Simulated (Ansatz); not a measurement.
# CdS (Greenockite, P6_3mc): lattice thermal conductivity

Wanted: κ(T), lifetimes and mean free paths for CdS (Greenockite).

Experimental results on record:
- thermal conductivity 16 W/m/K near room temperature (given in “Combining the AFLOW GIBBS and Elastic Libraries to efficiently and robustly screen thermo-mechanical properties of solids”, 2017, arXiv:1611.05714)

Calculated with Ansatz 0.2.0; DFT r2SCAN, scalar-relativistic, plane waves, PAW; PAW set soft_1.

Report form: the programs' logs are mostly left out.

The database entry behind the starting cell differs from later determinations by our own check (about 0.35 % long), so it need not match the best structure at ambient conditions.

## Step 1: The starting structure

The structure is hexagonal, space group P6_3mc (No. 186). The conventional cell has a = 4.150 Å, b = 4.150 Å, c = 6.737 Å, α = 90.00°, β = 90.00°, γ = 120.00°. Nearest to Cd lie 4 S at 2.53 to 2.54 Å. S has 4 Cd at 2.53 to 2.54 Å nearest. Farther neighbours and most contacts between anions are not listed.

Coordinates:

```cif
data_structure
_symmetry_space_group_name_H-M 'P6_3mc'
_symmetry_Int_Tables_number 186
_cell_length_a 4.1500
_cell_length_b 4.1500
_cell_length_c 6.7370
_cell_angle_alpha 90.000
_cell_angle_beta 90.000
_cell_angle_gamma 120.000
_cell_volume 100.48
loop_
_atom_site_label
_atom_site_type_symbol
_atom_site_symmetry_multiplicity
_atom_site_Wyckoff_symbol
_atom_site_fract_x
_atom_site_fract_y
_atom_site_fract_z
_atom_site_occupancy
Cd1 Cd 2 b 0.33333 0.66667 0.00000 1
S1 S 2 b 0.33333 0.66667 0.37500 1
```

## Step 2: Probe on a coarse mesh

A cheap single point shows whether the cell is a metal or an insulator and how far it is from rest; that sets the k-mesh and the occupations of what follows.

input.yaml reads:

```yaml
crystal:
  lattice:
    - [4.15, 0.0, 0.0]
    - [-2.075, 3.5940054257, 0.0]
    - [0.0, 0.0, 6.737]
  atoms:
    - { symbol: Cd, position: [0.3333333333, 0.6666666667, 0.0] }
    - { symbol: Cd, position: [0.6666666667, 0.3333333333, 0.5] }
    - { symbol: S, position: [0.3333333333, 0.6666666667, 0.375] }
    - { symbol: S, position: [0.6666666667, 0.3333333333, 0.875] }
kpoints:
  mp_grid: { grid: [6, 6, 4] }
hamiltonian:
  xc: r2scan
  pseudopotentials: { kind: paw, azcp: { folder: soft_1 } }
scf:
  occupations: { method: gaussian, width: 0.1 }
  lower_state_search: "off"
output:
  forces: true
  stress: true
  eigenvalues: true
```

On the command line:

```sh
> ansatz run input.yaml --threads 18 --pin off --max-ram 92160MiB --backend cuda --events-out ev --progress --plain --runs-dir out --max-vram 78GiB
```

The job ended after 1 s (1 × NVIDIA GB200 with 18 threads of Arm Neoverse V2, shared host; peak memory 1.2 GiB; 2.1 s of CPU time).

Numbers from this step:

```yaml
pressure: 0.7266 GPa
gap_on_the_k_mesh: 1.653 eV
volume_per_atom: 25.12 Å³/atom
```

Force by atom:

| atom | x (eV/Å) | y (eV/Å) | z (eV/Å) | size |
| --- | --- | --- | --- | --- |
| Cd1 | 0.0000 | 0.0000 | -0.0705 | 0.0705 |
| Cd2 | 0.0000 | 0.0000 | -0.0705 | 0.0705 |
| S3 | 0.0000 | 0.0000 | 0.0705 | 0.0705 |
| S4 | 0.0000 | 0.0000 | 0.0705 | 0.0705 |

The start is under 0.73 GPa at this level and looks like an insulator or semiconductor on this mesh.

## Step 3: Relaxation

Phonons are second derivatives about a minimum, so cell and atoms are relaxed first, inside the symmetry of the start.

input.yaml, the sections that differ from step 2:

```yaml
kpoints:
  mp_grid: { grid: [9, 9, 4] }
scf:
  occupations: { method: gaussian, width: 0.02 }
  lower_state_search: "off"
relax:
  adjacent_minimum: "off"
  f_tol: 0.005
  max_steps: 80
  cell: { stress_tol: 0.05 }
# crystal, hamiltonian, output: as in step 2
```

Elapsed: 5 s, on 1 × NVIDIA GB200 with 18 threads; peak memory 1.1 GiB; 12 s of CPU time.

The steps of the relaxation:

| step | energy less that of the first step (eV) | largest force component (eV/Å) | pressure (GPa) | volume (Å³) |
| --- | --- | --- | --- | --- |
| 1 | 0.0000 | 0.0714 | 0.72 | 100.48 |
| 2 | -0.0030 | 0.0258 | -0.06 | 101.75 |
| 3 | -0.0031 | 0.0108 | -0.02 | 101.69 |
| 4 | -0.0032 | 0.0001 | 0.00 | 101.66 |
| 5* | -0.0036 | 0.0001 | 0.00 | 101.66 |

Relaxation steps marked * repeat the geometry before them on a plane-wave basis chosen anew for their cell, so energy and pressure can jump there.

The run keeps the 12 symmetry operations that it works with, so distortions that break them were not tested.

| conventional cell, symmetrised | before | after | change |
| --- | --- | --- | --- |
| a (Å) | 4.150 | 4.165 | +0.4 % |
| b (Å) | 4.150 | 4.165 | +0.4 % |
| c (Å) | 6.737 | 6.768 | +0.5 % |
| volume (Å³/atom) | 25.12 | 25.41 | +1.2 % |

Final coordinates:

```xyz
4
Lattice="4.1646 0.0000 0.0000 -2.0823 3.6067 0.0000 0.0000 0.0000 6.7678" Properties=species:S:1:pos:R:3 pbc="T T T"
Cd    0.0000    2.4045   -0.0065
Cd    2.0823    1.2022    3.3774
S     0.0000    2.4045    2.5444
S     2.0823    1.2022    5.9283
```

This step gave:

```yaml
pressure: 0.001137 GPa
gap_on_the_k_mesh: 1.627 eV
volume_per_atom: 25.41 Å³/atom
```

The relaxation ends with a largest force component of 1.2e-4 eV/Å and a pressure of 0.00 GPa.

## Step 4: Tight relaxation

The relaxation is repeated with tighter thresholds on force and stress, since phonons are sensitive to what is left; a change of mesh or smearing in the input moves the cell too.

input.yaml, the sections that differ from step 3:

```yaml
crystal:
  lattice:
    - [4.1646339296, 0.0, 0.0]
    - [-2.0823169648, 3.6066787805, 0.0]
    - [0.0, 0.0, 6.7678360047]
  atoms:
    - { symbol: Cd, position: [0.3333333333, 0.6666666667, -0.0009558619] }
    - { symbol: Cd, position: [0.6666666667, 0.3333333333, 0.4990441381] }
    - { symbol: S, position: [0.3333333333, 0.6666666667, 0.3759558619] }
    - { symbol: S, position: [0.6666666667, 0.3333333333, 0.8759558619] }
scf:
  occupations: { method: fixed }
  lower_state_search: "off"
relax:
  adjacent_minimum: "off"
  f_tol: 0.001
  max_steps: 60
  cell: { stress_tol: 0.01 }
# kpoints, hamiltonian, output: as in step 3
```

The job ended after 3.1 s (1 × NVIDIA GB200 with 18 threads; peak memory 1.2 GiB).

Little changed from the start: no atom moved by 0.005 Å and no cell edge by 0.1 %.

Numbers from this step:

| Property | Result |
| --- | --- |
| pressure | 0.001142 GPa |

The residual pressure is 0.0011 GPa, small enough for phonons.

## Step 5: An input with a fault

This input was changed on purpose, to see how the program answers.

input.yaml, the sections that differ from step 4:

```yaml
kpoints:
  mp_grid: { grid: [8, 8, 4] }
scf:
  occupations: { method: fixed }
  lower_state_search: "off"
  max_iter: 50
output:
  eigenvalues: true
phonons:
  supercell: [2, 2, 1]
  dielectric: false
  third_order: { supercell: [2, 2, 1], pair_cutoff: 1.0 }
  lattice_thermal_conductivity:
    qmesh: [9, 9, 5]
    temperatures: [300]
    isotope_mass_variance:
      - { species: Cd, variance: 0.0002716 }
      - { species: S, variance: 0.0001651 }
# crystal, hamiltonian: as in step 4
# relax: removed
```

Wall time 0.13 s (18 threads); peak memory 0.07 GiB.

The input was rejected at the start.

The program's message: “Error: invalid value for `phonons.third_order.pair_cutoff`: 1.0000 Å reaches no neighbour of site 0 of the crystal (counted from 0; the nearest site to it is 2.5447 Å away), so of that site only on-si …”

The fault put into the input: a pair cutoff that reaches no neighbour.

[end of part 1 of 2]

[Logs are printed without paths, hosts, clocks, repeated set-up lines and the standing remarks that a program may print on its own settings, such as how far it seeks lower states.]

[Hosts, paths, dates, database ids (printed as entryN), source tags and the programs' standing remarks are cut or masked in the printed files.]

[A step with changed settings may run another functional than the one named; its input shows which.]
